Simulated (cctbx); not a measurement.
**Symmetry from intensities**

Cell: a = 4.7200 Å, b = 4.7200 Å, c = 4.7200 Å, α = 90.00°, β = 90.00°, γ = 90.00°. Expected content of the cell: Mn4 Ti4.

The data are simulated with cctbx, not measured: Ga Kα, λ = 1.3414 Å, to d = 0.83 Å, 70 % of the full sphere, strongest reflection 20000 counts, noise from counting, a 4 % proportional error and a noise floor of 8 counts (s.d.); no absorption.

A first pass over the reflections prints:

```text
525 reflections to d = 0.834 A
centring   violations  <I/sigma> of those
    A        255 of   267     16.3
    B        253 of   265     16.4
    C        254 of   266     16.4
    I        212 of   240     16.1
    R        306 of   331     16.2
    F        381 of   399     16.4
Laue class    unique    Rint  (classes that these axes allow; Friedel mates merged)
P -1              345   0.024
P 1 2/m 1         209   0.030
P 1 1 2/m         211   0.030
P 2/m 1 1         205   0.027
P m m m           133   0.033
P 4/m             109   0.375
P 4/m m m          77   0.376
R -3 :R           127   0.033
R -3 m :R          82   0.376
P m -3             47   0.037
P m -3 m           34   0.378
space group    extra absences  I>4sigma  <I/sigma>
P 2 3                   0          0         -  acentric
P 21 3                 13          0      -0.2  acentric
P m -3                  0          0         -  centric
Wilson B = 1.39 A^2   <|E^2-1|> = 0.797 (0.968 centric, 0.736 acentric)   E^2>4: 0.0 %
shell (A)         n   <I/sigma>
 4.72 - 1.20     18     48.8
 1.20 - 0.95     13     52.8
 0.95 - 0.83     16     43.2
```

Q: Read the symmetry from these tables.

Every centring test has many violations, so the lattice is primitive.

Rint stays low (0.024 to 0.037) up to P m -3 and is 0.375 or more in the other classes.

3 settings pass the absence test. The most absences obeyed, 13, belong to P 21 3 alone.

⟨|E²−1|⟩ = 0.797 leans to a non-centrosymmetric structure. The Wilson B of 1.39 Å² means U ≈ 0.0176 Å².

The true group is P2_13 (no. 198), Laue class m-3, non-centrosymmetric. The tables fix it.

The crystal is twinned by the law (-1 0 0 0 0 1 0 1 0) with a minor fraction of 0.12; Rint in the higher class falls towards the noise as the fraction nears 1/2.

The model was made for the exercise: a known structure type with other elements put in, its volume estimated, not relaxed; displacement parameters are assumed.

[Logs are printed without paths, hosts, clocks, repeated set-up lines and the standing remarks that a program may print on its own settings, such as how far it seeks lower states.]
